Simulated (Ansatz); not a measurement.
# Structural relaxation of C(100)/AlN(10-10) interface (192 atoms), part 3 of 3

Wanted: the relaxed structure of C(100)/AlN(10-10) interface (192 atoms) and its electronic structure.

Ansatz 0.2.0; Kohn-Sham DFT, PBE, PAW (set soft_2), plane waves.

The cell: 136 C, 28 Al and 28 N. The host structure and its lattice constant were typed by rule, without a check against the phase diagram.

So far. Step 3 (Cell and atoms relaxed): The relaxation changed the energy by -238 meV/atom, and atoms moved by 0.32 Å r.m.s., 0.83 Å at most.

## 5. Single point at the relaxed geometry

The electronic structure is read at the final geometry, in a run of its own.

File input.yaml:

```yaml
crystal:
  lattice:
    - [13.47421, 0.05654, -0.19287]
    - [0.57152, 7.97428, 0.07037]
    - [-0.19648, 0.13616, 13.2665]
  atoms:
    - { symbol: C, position: [0.99119, 0.01612, 0.98599] }
    - { symbol: C, position: [0.84249, 0.27547, 0.05845] }
    - { symbol: C, position: [0.93032, 0.20906, 0.12632] }
    - { symbol: C, position: [0.90501, 0.06342, 0.1919] }
    - { symbol: C, position: [0.82037, 0.12379, 0.26441] }
    - { symbol: C, position: [0.03057, 0.15031, 0.31653] }
    - { symbol: C, position: [0.94641, 0.20544, 0.39399] }
    - { symbol: C, position: [0.95035, 0.03552, 0.44069] }
    - { symbol: C, position: [0.36626, 0.10128, 0.98623] }
    - { symbol: C, position: [0.26022, 0.34476, 0.04806] }
    - { symbol: C, position: [0.34519, 0.28317, 0.12298] }
    - { symbol: C, position: [0.31678, 0.13261, 0.18939] }
    - { symbol: C, position: [0.23039, 0.18211, 0.25768] }
    - { symbol: C, position: [0.44111, 0.21604, 0.32322] }
    - { symbol: C, position: [0.3551, 0.26273, 0.39359] }
    - { symbol: C, position: [0.35469, 0.09273, 0.45751] }
    - { symbol: C, position: [0.24822, 0.19012, 0.98498] }
    - { symbol: C, position: [0.06889, 0.45688, 0.05781] }
    - { symbol: C, position: [0.16746, 0.3957, 0.11482] }
    - { symbol: C, position: [0.14221, 0.24445, 0.18443] }
    - { symbol: C, position: [0.05691, 0.3018, 0.2542] }
    - { symbol: C, position: [0.26234, 0.31997, 0.32537] }
    - { symbol: C, position: [0.1796, 0.38783, 0.39484] }
    - { symbol: C, position: [0.11971, 0.25866, 0.4548] }
    - { symbol: C, position: [0.01447, 0.32743, 0.99421] }
    - { symbol: C, position: [0.90616, 0.56748, 0.05396] }
    - { symbol: C, position: [0.99015, 0.51035, 0.12964] }
    - { symbol: C, position: [0.96294, 0.35906, 0.19266] }
    - { symbol: C, position: [0.87664, 0.41392, 0.26004] }
    - { symbol: C, position: [0.0901, 0.45385, 0.32383] }
    - { symbol: C, position: [0.0001, 0.49702, 0.39194] }
    - { symbol: C, position: [0.00947, 0.3274, 0.44416] }
    [... 154 atom lines left out ...]
    - { symbol: Al, position: [0.69705, 0.7383, 0.65302] }
    - { symbol: "N", position: [0.70222, 0.91137, 0.55476] }
    - { symbol: Al, position: [0.85037, 0.54441, 0.83026] }
    - { symbol: "N", position: [0.89968, 0.73901, 0.88724] }
    - { symbol: Al, position: [0.78253, 0.90636, 0.86273] }
    - { symbol: "N", position: [0.67709, 0.83854, 0.77724] }
kpoints:
  mp_grid: { grid: [1, 2, 1] }
hamiltonian:
  xc: pbe
scf:
  occupations: { method: gaussian, width: 0.05 }
output:
  forces: true
  stress: true
  populations: true
  dos:
    method: { smearing: { sigma: 0.08 } }
    de: 0.1
    projected:
      site_lists:
        Al: [Al]
        C: [C]
        "N": ["N"]
        AlN: [136, 137, 138, 139, 140, 141, 142, 143, 144, 145, 146, 147, 148, 149, 150, 151, 152, 153, 154, 155, 156, 157, 158, 159, 160, 161, 162, 163, 164, 165, 166, 167, 168, 169, 170, 171, 172, 173, 174, 175, 176, 177, 178, 179, 180, 181, 182, 183, 184, 185, 186, 187, 188, 189, 190, 191]
  eigenvalues: true
  write_density: true
  write_potential: true
  volumetric_format: npy
  elf: true
```

Run with:

```sh
> ansatz run input.yaml --threads 4 --pin off --max-ram 8192MiB --backend cpu --events-out ev --progress --plain --runs-dir out
```

Numbers of over 12 decimals in the logs are rounded to 6 here.

Log:

```text
[...]
Crystal: 192 atoms, lattice volume = 1424.571 Å³
Basis set: ecut = 420 eV, 27843 PW (Γ), exchange–correlation on 192×108×180 points (8 copies of the dense FFT grid, shifted against one another)
Bands: 576, of which v1, the nominal top of the filled ones, is band 384 counted from 1 (383 counted from 0)
Symmetry: 1 space group operations
[...]
k-points: 2
[...]
SCF iter   1: F=—  HF=-59914.088846 eV  |F-HF|=—  |Δ(HF+E_count)|=         —  Δρ=1.34e-2  dr2=7.40e0  ethr=1.77e-3  ⟨swp⟩=6.0  Hψ=4741  notcnv=0  defer=347
[...]
SCF iter  15: F=-59913.192292 eV  HF=-59913.192292 eV  |F-HF|=2.82e-9  |Δ(HF+E_count)|=   1.43e-8  Δρ=3.92e-7  dr2=3.40e-9  ethr=1.30e-11  ⟨swp⟩=20.5  Hψ=9671  notcnv=0
SCF 1 converged in 15 iterations: F = -59913.192292 eV  dr2 = 3.40e-9
[...]
SCF converged after 15 iterations
Free energy (F): -59913.192292 eV
[...]
Internal energy: -59913.145993 eV  (E = F + TS)
E sigma→0 (E₀):  -59913.169142 eV
Entropy (-TS):   -0.046298 eV (-0.241 meV/atom)
Fermi energy:    10.879275 eV
[...]
--- Forces (eV/Å), atoms counted from 1 ---
  atom   1  C      0.00073650     0.00142020     0.00464949
  atom   2  C      0.00110169    -0.00047030    -0.00466605
  atom   3  C      0.00293375    -0.00101895     0.00198834
  atom   4  C     -0.00096975     0.00140569     0.00043468
  atom   5  C      0.00448672    -0.00041616    -0.00029293
  atom   6  C     -0.00144977     0.00013701     0.00169089
  atom   7  C      0.00025145     0.00065205    -0.00220377
  atom   8  C      0.00023453     0.00017284     0.00007225
  atom   9  C     -0.00076804    -0.00043524    -0.00054969
  atom  10  C     -0.00263637    -0.00075273    -0.00019158
  atom  11  C      0.00145500     0.00112565    -0.00257885
  atom  12  C     -0.00032978    -0.00130476     0.00399964
  atom  13  C      0.00129964    -0.00152043    -0.00043001
  atom  14  C      0.00047935     0.00042515    -0.00096029
[...]
atom 191  Al     0.00453005    -0.00241803    -0.00364686
  atom 192  N     -0.00462081    -0.00377022    -0.00082101
  max |Σ_I F_I| component: 4.08e-5 eV/Å
--- Stress (GPa, compression-positive) ---
       -0.002236       0.005060      -0.008168
        0.005073       0.003753       0.003119
       -0.008167       0.003120       0.005445
  P = ⅓ Tr σ = 0.0023 GPa (0.023 kbar)
--- Band table (eV) ---
[...]
--- Löwdin populations: 192 sites ---
  site symbol       q [e]
     0      C      3.8860
     1      C      3.9690
     2      C      3.9686
[...]
191      N      6.0225
  spilling = 0.005500 (of n_electrons = 768.000000)
```

It took 2 min on 4 threads of Arm Neoverse V2, shared host; peak memory 5 GiB.

Numbers from this run:

| Property | Result |
| --- | --- |
| free energy | -59913.1923 eV |
| free energy per atom | -312.0479 eV/atom |
| SCF cycles | 15 |
| pressure | 0.002321 GPa |
| r.m.s. force component | 0.00243 eV/Å |
| longest force | 0.01442 eV/Å |
| Fermi energy | 10.88 eV |
| levels partly filled by over 2 per cent | 4 |
| spilling of the projection | 0.0055 |

Löwdin charges by element (they lack the spilled electrons, 0.022 e an atom on average):

```tsv
element	coordination	atoms	mean charge (e)	spread	least	most
Al	all	28	1.05	0.0304	0.980	1.10
C	all	136	-0.0021	0.111	-0.357	0.223
N	all	28	-0.887	0.153	-1.03	-0.507
```

By region:

```tsv
region	atoms	mean length of the force (eV/Å)
C	136	0.003
AlN	56	0.005
```

States in the cell by windows of 1 eV, zero at the Fermi level; the larger projections on atomic orbitals stand beside the total:

```tsv
from (eV)	to (eV)	total	C p	AlN	N p	Al p	C s
-10	-9	30.8	21.6	3.1	1.7	0.6	5.9
-9	-8	39.2	28.8	4.7	2.9	0.9	5.5
-8	-7	50.4	34.9	10.7	6.8	1.9	4.7
-7	-6	64.9	40.6	20.2	13.2	3.4	3.8
-6	-5	69.4	44.6	21.4	14.9	3.4	3.1
-5	-4	75.0	46.6	25.5	19.3	4.0	2.6
-4	-3	63.5	33.3	28.2	22.8	3.8	1.5
-3	-2	60.7	27.8	31.1	26.5	3.5	1.3
-2	-1	36.1	20.5	14.0	11.6	1.8	1.1
-1	0	14.4	8.9	4.3	3.1	0.8	0.9
0	1	12.2	8.6	2.3	1.3	0.7	0.9
1	2	3.2	1.8	1.2	0.6	0.4	0.2
2	3	7.4	0.9	5.7	1.0	2.9	0.3
3	4	21.3	4.7	12.7	2.0	6.4	2.2
4	5	37.1	13.2	14.8	2.5	7.8	5.3
```

The curve was stored every 0.10 eV, coarse against its broadening of 0.08 eV, so these counts are rough.

Between -22 and -10 eV lie 263 more states.

The levels nearest the highest filled one (over half full), pooled over k-points and spins:

```tsv
level less the highest filled one (eV)	occupation
-0.589	2
-0.570	2
-0.561	2
-0.530	2
-0.0176	1.58
0	1.25
0.0184	0.835
0.045	0.338
0.170	0
0.190	0
0.428	0
0.449	0
```

Planar average of the electrostatic potential energy along the normal, with the Fermi level as zero, after a running mean with a triangular window 4 Å wide at its base:

```tsv
height (Å)	potential energy (eV)
0.0	-8.96
0.4	-10.15
0.7	-10.81
1.2	-11.43
1.5	-11.63
1.9	-11.65
2.2	-11.63
2.7	-11.62
2.9	-11.60
3.4	-11.62
3.7	-11.62
4.1	-11.67
4.6	-11.57
4.9	-11.28
5.3	-10.47
5.6	-9.68
6.0	-8.26
6.3	-7.22
6.8	-6.02
7.1	-5.64
7.5	-5.55
7.8	-5.57
8.3	-5.61
8.5	-5.67
9.0	-5.55
9.4	-5.26
9.7	-5.24
10.2	-5.56
10.5	-5.76
10.9	-5.86
11.2	-5.93
11.6	-6.06
11.9	-6.14
12.4	-6.53
12.7	-7.16
13.1	-8.51
```

Valence density in the ca plane at fractional y = 0.209, with atoms of C and Al and N within 0.2 Å of it. It is the smooth field of the valence electrons, not physical close to the nuclei.

Ten even steps from '0' (0.0 e/Å³) to '9' (3.2 e/Å³), each cell a mean:
```
1234431000012444310000000000000000000
0014553100001454200013431000000000000
0123431000112331000027962000000000000
2332100001344310000013421000112100001
4431000112222100000000000000133100012
3210113432100011110000000000111000012
2100024542100013542100000000000000013
4200001344210013543100011100000111234
4210000135531002432100001000001587544
1111001122221012432100000000001599411
0012333210000134321000000000000132100
0013442100011333100000000000000000000
1233210000234421000000000000110000000
3553100001345420000000000013663100001
3343211000123333210000000025994100001
1112333210001234310011100001331000001
2101133321101111100012100000000000012
4210001234421000000011000000000011234
3200000245531000000000000000001365444
0000012443210000111000000000001376311
0000135431000012443100023320000111000
0001122221111112332000136631000000000
1221100012443111110000013310000000000
3543100001343221100000000000000000001
```
Columns run along c (13.3 Å), rows up along a (13.5 Å). Atoms in or near the plane, at fractional coordinates: C at (0.13, 0.93), C at (0.39, 0.95), C at (0.32, 0.44), C at (0.98, 0.25), C at (0.20, 0.73), C at (0.45, 0.70), C at (0.99, 0.66), C at (0.05, 0.42), Al at (0.87, 0.93), Al at (0.64, 0.42), N at (0.88, 0.61), N at (0.77, 0.40).

ELF in the ca plane at fractional y = 0.209, with atoms of C and Al and N within 0.2 Å of it. It is the smooth field of the valence electrons, not physical close to the nuclei.

Values, 13 rows by 16 columns, each cell a mean:
```
0.32 0.66 0.46 0.22 0.14 0.62 0.41 0.43 0.22 0.61 0.54 0.19 0.21 0.12 0.08 0.18
0.45 0.72 0.42 0.20 0.44 0.67 0.58 0.13 0.50 0.72 0.76 0.28 0.43 0.50 0.18 0.25
0.76 0.40 0.30 0.51 0.64 0.49 0.35 0.24 0.20 0.39 0.30 0.25 0.74 0.72 0.23 0.64
0.52 0.12 0.54 0.55 0.42 0.08 0.49 0.54 0.66 0.28 0.49 0.31 0.34 0.36 0.21 0.70
0.57 0.19 0.16 0.62 0.57 0.31 0.45 0.69 0.59 0.18 0.64 0.43 0.24 0.75 0.60 0.53
0.30 0.49 0.61 0.56 0.36 0.32 0.65 0.70 0.61 0.23 0.22 0.10 0.12 0.60 0.70 0.28
0.42 0.73 0.54 0.21 0.30 0.63 0.62 0.27 0.08 0.20 0.32 0.22 0.38 0.36 0.21 0.09
0.54 0.62 0.27 0.12 0.49 0.54 0.51 0.21 0.08 0.12 0.05 0.73 0.62 0.65 0.13 0.32
0.37 0.46 0.78 0.49 0.16 0.44 0.66 0.58 0.33 0.66 0.25 0.46 0.66 0.42 0.14 0.45
0.55 0.18 0.31 0.61 0.57 0.46 0.18 0.09 0.45 0.63 0.17 0.07 0.17 0.49 0.50 0.50
0.33 0.12 0.40 0.73 0.47 0.16 0.21 0.48 0.57 0.11 0.46 0.36 0.25 0.80 0.72 0.47
0.14 0.37 0.65 0.55 0.39 0.25 0.57 0.61 0.61 0.37 0.79 0.76 0.33 0.35 0.31 0.09
0.71 0.54 0.19 0.25 0.74 0.59 0.33 0.36 0.13 0.19 0.58 0.43 0.13 0.14 0.17 0.40
```
Columns run along c (13.3 Å), rows up along a (13.5 Å). Atoms in or near the plane, at fractional coordinates: C at (0.13, 0.93), C at (0.39, 0.95), C at (0.32, 0.44), C at (0.98, 0.25), C at (0.20, 0.73), C at (0.45, 0.70), C at (0.99, 0.66), C at (0.05, 0.42), Al at (0.87, 0.93), Al at (0.64, 0.42), N at (0.88, 0.61), N at (0.77, 0.40).

Mean Löwdin charges: Al +1.05, C -0.00, N -0.89 e (they miss 0.55 % of the electrons, so they add up to more than the cell's charge). Within 0.4 eV of the Fermi level the largest share is C p (74 % of the projected weight).

A closer look about Al173, one of the 28 Al atoms: 10 atoms, nearest first, numbered in the order of the input, with positions taken from that point.

```tsv
atom	x	y	z	distance (Å)	Löwdin charge (e)
Al173	0.00	0.00	0.00	0.00	1.07
N158	-1.31	-0.78	1.05	1.85	-0.75
N170	-0.43	0.16	-1.83	1.89	-1.00
N144	1.39	-1.44	-0.06	2.00	-0.96
N174	0.22	1.73	1.04	2.03	-0.73
C41	-0.62	-0.68	2.44	2.60	0.11
Al189	2.09	1.93	0.35	2.87	0.98
Al159	-2.86	0.32	0.72	2.96	1.03
N176	-2.37	1.74	-0.41	2.97	-1.03
C33	1.01	-1.24	2.58	3.04	-0.16
```

## 6. Summary of results

```json
{
  "energy change in the relaxation": "-238.4 meV/atom",
  "r.m.s. displacement": "0.322 Å",
  "largest displacement": "0.826 Å",
  "free energy per atom": "-312.0479 eV/atom",
  "density": "3.242 g/cm³",
  "pressure": "0.002321 GPa",
  "r.m.s. force component": "0.00243 eV/Å",
  "wall time of the 3 DFT runs": "28 min"
}
```

What this shows: Relaxation lowers the energy by 238 meV/atom and moves atoms by 0.32 Å r.m.s.; the r.m.s. force component goes from 1.1 to 0.0024 eV/Å, the pressure goes from -5.2 to 0.0023 GPa. Displacements are taken in the final cell, so they leave out its strain. The cell shrank by 5.2 % in volume. From the first step to the last the energy fell by 45.778 eV, across changes of basis, and the largest move was 0.83 Å (N150). 4 levels are partly filled by over 2 % (on the run's k-points), and the list of levels jumps by 0.51 eV between -0.53 and -0.02 eV: the Fermi level sits among few, sparse states, as at a band edge or among defect levels.

[Logs are printed without paths, hosts, clocks, repeated set-up lines and the standing remarks that a program may print on its own settings, such as how far it seeks lower states.]

[Hosts, paths, dates, database ids (printed as entryN), source tags and the programs' standing remarks are cut or masked in the printed files.]
